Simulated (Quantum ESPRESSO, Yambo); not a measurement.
Planning a run of Yambo 5.3.0 on SnO2 (Cassiterite). The input:

```
HF_and_locXC
gw0
dyson
ppa
em1d
rim_cut
RandQpts= 1000000
RandGvec= 1 RL
EXXRLvcs= 84 Ry
VXCRLvcs= 336 Ry
Chimod= "HARTREE"
% BndsRnXp
 1 | 69 |
%
NGsBlkXp= 5.5 Ry
% LongDrXp
 1 | 1 | 1 |
%
% GbndRnge
 1 | 69 |
%
DysSolver= "n"
ExtendOut
PPAPntXp= 27.21138 eV
% QPkrange
 1 | 1 | 33 | 36 |
%
```

```sh
OMP_NUM_THREADS=1 mpirun -n 8 yambo -F gw4.in -J gw4 -C gw4 > gw4.log
```

The stored states that it reads are on a 4×4×4 mesh. Symmetry: P4_2/mnm, No. 136, tetragonal system. The conventional cell has a = 4.738 Å, b = 4.738 Å, c = 3.187 Å, α = 90.00°, β = 90.00°, γ = 90.00°. Nearest to Sn lie 6 O at 2.05 to 2.06 Å. O has 3 Sn at 2.05 to 2.06 Å nearest. Farther neighbours and most contacts between anions are not listed.

Q: Estimate wall time and host memory on 8 MPI ranks of Arm Neoverse V1, shared host.

It took 71 s; on shared hardware allow 36 s to 2.4 min. Peak host memory was 7.8 GiB.

The screening grows as filled bands × empty bands × pairs of k points, times the square of the screening basis for the matrix.

[Paths, hosts, dates, memory and timing lines, banners, echoed tables and standing remarks are left out of the program output.]

[Logs are printed without paths, hosts, clocks, repeated set-up lines and the standing remarks that a program may print on its own settings, such as how far it seeks lower states.]

[Runs of the session that timed out or met a known fault of the program may be left out.]

[Hosts, paths, dates, database ids (printed as entryN), source tags and the programs' standing remarks are cut or masked in the printed files.]
